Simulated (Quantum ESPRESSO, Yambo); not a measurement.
## A GW run on BiOBr (P4/nmm) in Yambo, with inputs changed

What do changed inputs do to GW on BiOBr (P4/nmm)?

Main program and level: Yambo 5.3.0; PBEsol and many-body steps on it, plane waves.

Report form: the programs' logs are mostly left out.

The database entry behind the starting cell differs from later determinations by our own check (0.1 to 0.3 % short, probably kX units), so it need not match the best structure at ambient conditions.

## (1) The starting structure

Symmetry: P4/nmm, No. 129, tetragonal system. Conventional cell: a = 3.916 Å, b = 3.916 Å, c = 8.077 Å, α = 90.00°, β = 90.00°, γ = 90.00°. Nearest to Bi lie 4 O at 2.32 Å and 4 Br at 3.18 Å. Br has 4 Bi at 3.18 Å nearest. Nearest to O lie 4 Bi at 2.32 Å. Farther neighbours and most contacts between anions are not listed.

Coordinates:

```xyz
6
Lattice="3.9160 0.0000 0.0000 0.0000 3.9160 0.0000 0.0000 0.0000 8.0770" Properties=species:S:1:pos:R:3 pbc="T T T"
Bi    0.0000    1.9580    1.2439
Bi    1.9580    0.0000    6.8331
Br    0.0000    1.9580    5.2743
Br    1.9580    0.0000    2.8027
O     0.0000    0.0000    0.0000
O     1.9580    1.9580    0.0000
```

The cell and positions come from the Crystallography Open Database and are kept as given unless a step says otherwise. Spin-orbit coupling is left out unless a step names it.

## (2) Base

This step: Yambo 5.3.0; G0W0 on PBEsol, plane waves, norm-conserving pseudopotentials.

G0W0 replaces the xc potential by the self-energy, built once from these orbitals. Only a window of levels is corrected, while the sums run over the empty bands that the input names.

Input file gw2.in:

```
HF_and_locXC
gw0
dyson
ppa
em1d
rim_cut
RandQpts= 1000000
RandGvec= 1 RL
EXXRLvcs= 72 Ry
VXCRLvcs= 288 Ry
Chimod= "HARTREE"
% BndsRnXp
 1 | 256 |
%
NGsBlkXp= 11.5 Ry
% LongDrXp
 1 | 1 | 1 |
%
% GbndRnge
 1 | 256 |
%
DysSolver= "n"
ExtendOut
PPAPntXp= 27.21138 eV
% QPkrange
 6 | 6 | 45 | 48 |
 2 | 2 | 45 | 48 |
 1 | 1 | 45 | 48 |
%
```

Started as:

```console
OMP_NUM_THREADS=1 mpirun -n 16 yambo -F gw2.in -J gw2 -C gw2 > gw2.log
```

Wall time 11 min (16 MPI ranks of Arm Neoverse V2, shared host); peak memory 15 GiB; 3 h of CPU time.

Numbers from this step:

```yaml
g0w0_gap_on_the_points_computed: 3.649 eV
starting_gap_on_the_mesh: 2.212 eV
k_of_the_valence_top: 0, -0.5, -0.5
k_of_the_conduction_bottom: 0, 0, -0.5
least_direct_g0w0_gap_on_the_computed_points: 4.226 eV
z_at_the_valence_top: 0.7969
z_at_the_conduction_bottom: 0.8283
```

The gap on the mesh goes from 2.21 eV to 3.65 eV, a correction of +1.44 eV.

## (3) More G vectors in the random integration

gw6.in, as its differences from gw2.in of step 2:

```diff
@@ -7,3 +7,3 @@
 RandQpts= 1000000
-RandGvec= 1 RL
+RandGvec= 59 RL
 EXXRLvcs= 72 Ry
@@ -29 +29,2 @@
 %
+QpgFull
```

Started as:

```console
OMP_NUM_THREADS=1 mpirun -n 16 yambo -F gw6.in -J gw6,gw2_W -C gw6 > gw6.log
```

It took 1.9 min on 16 MPI ranks; peak memory 15 GiB; 30 min of CPU time.

This step gave:

```
G0W0 gap on the points computed              : 3.663 eV
starting gap on the mesh                     : 2.212 eV
k of the valence top                         : 0, -0.5, -0.5
k of the conduction bottom                   : 0, 0, -0.5
least direct G0W0 gap on the computed points : 4.240 eV
Z at the valence top                         : 0.7960
Z at the conduction bottom                   : 0.8274
```

Against G0W0 in Yambo (4×4×2 mesh, 256 bands, screening to 156.5 eV, Godby-Needs plasmon pole), the gap moves by +0.014 eV.

## (4) Scissors in G

gw7.in, as its differences from gw6.in of step 3:

```diff
@@ -7,3 +7,3 @@
 RandQpts= 1000000
-RandGvec= 59 RL
+RandGvec= 1 RL
 EXXRLvcs= 72 Ry
@@ -29,2 +29,4 @@
 %
-QpgFull
+% GfnQP_E
+ 1.0 | 1.0 | 1.0 |
+%
```

Started as:

```console
OMP_NUM_THREADS=1 mpirun -n 16 yambo -F gw7.in -J gw7,gw2_W -C gw7 > gw7.log
```

The job ended after 83 s (16 MPI ranks; peak memory 15 GiB).

This step gave:

| Quantity | Value |
| --- | --- |
| G0W0 gap on the points computed | 3.743 eV |
| starting gap on the mesh | 2.212 eV |
| k of the valence top | 0, -0.5, -0.5 |
| k of the conduction bottom | 0, 0, -0.5 |
| least direct G0W0 gap on the computed points | 4.324 eV |
| Z at the valence top | 0.7988 |
| Z at the conduction bottom | 0.8366 |

The program's own table gives 3.907 eV, which is too large where the input levels are shifted: this version takes Σc at the unshifted level E₀, yet steps from the shifted one. The value above is the Newton step from E₀, E₀ + Z(Σc + Σx − Vxc), rebuilt from the printed columns.

## (5) Exchange cutoff of one rydberg

gw8.in, as its differences from gw7.in of step 4:

```diff
@@ -8,3 +8,3 @@
 RandGvec= 1 RL
-EXXRLvcs= 72 Ry
+EXXRLvcs= 1 Ry
 VXCRLvcs= 288 Ry
@@ -29,4 +29 @@
 %
-% GfnQP_E
- 1.0 | 1.0 | 1.0 |
-%
```

Started as:

```console
OMP_NUM_THREADS=1 mpirun -n 16 yambo -F gw8.in -J gw8,gw2_W -C gw8 > gw8.log
```

Wall time 84 s (16 MPI ranks); peak memory 15 GiB.

The run ended normally, though the input holds a fault or crude settings.

The fault put into this input: exchange cutoff of one rydberg. It printed a gap of 0.78 eV, an artefact of the input.

## (6) Side by side

Times are wall times on 16 MPI ranks of Arm Neoverse V2, shared host, good to a factor of about two.

```tsv
run	mesh	bands	screening cutoff (eV)	DFT gap (eV)	gap on the mesh (eV)	direct (eV)	time
base	4×4×2	256	156.5	2.212	3.649	4.226	11 min
more G vectors in the random integration	4×4×2	256	156.5	2.212	3.663	4.240	1.9 min
scissors in G	4×4×2	256	156.5	2.212	3.743	4.324	83 s
```

## (7) Summary of results

| Property | Result |
| --- | --- |
| base | 3.649 eV |
| more G vectors in the random integration | 3.663 eV |
| scissors in G | 3.743 eV |
| known limits | not at the basis limit; no spin-orbit coupling; coarse k mesh |

What this shows: More G vectors in the random integration: +0.014 eV against base (keys changed: RandGvec and QpgFull; the shift is their joint effect). Scissors in G: +0.094 eV against base (keys changed: GfnQP_E). Bands and cutoff are finite, so the gap is not at the basis limit. The miss can reach some tenths of an eV and take either sign; the mesh is an error of its own. In the G0W0 runs levels were corrected at 3 k points alone, so a gap called «on the mesh» is the least over those, and an edge elsewhere would be missed. A denser mesh or path gives a starting gap of 2.10 eV: the GW mesh misses a band edge, so its gaps are not the fundamental one. The 4×4×2 mesh is coarse for this cell, which bears on the long-range parts of exchange and screening. Where an edge is built on 6p states of lead, bismuth or thallium, scalar-relativistic gaps usually stand too wide, by a few tenths to over one eV. The many-body steps are scalar-relativistic: spin-orbit coupling is not in them.

[Paths, hosts, dates, memory and timing lines, banners, echoed tables and standing remarks are left out of the program output.]

[Logs are printed without paths, hosts, clocks, repeated set-up lines and the standing remarks that a program may print on its own settings, such as how far it seeks lower states.]

[Runs of the session that timed out or met a known fault of the program may be left out.]

[Hosts, paths, dates, database ids (printed as entryN), source tags and the programs' standing remarks are cut or masked in the printed files.]
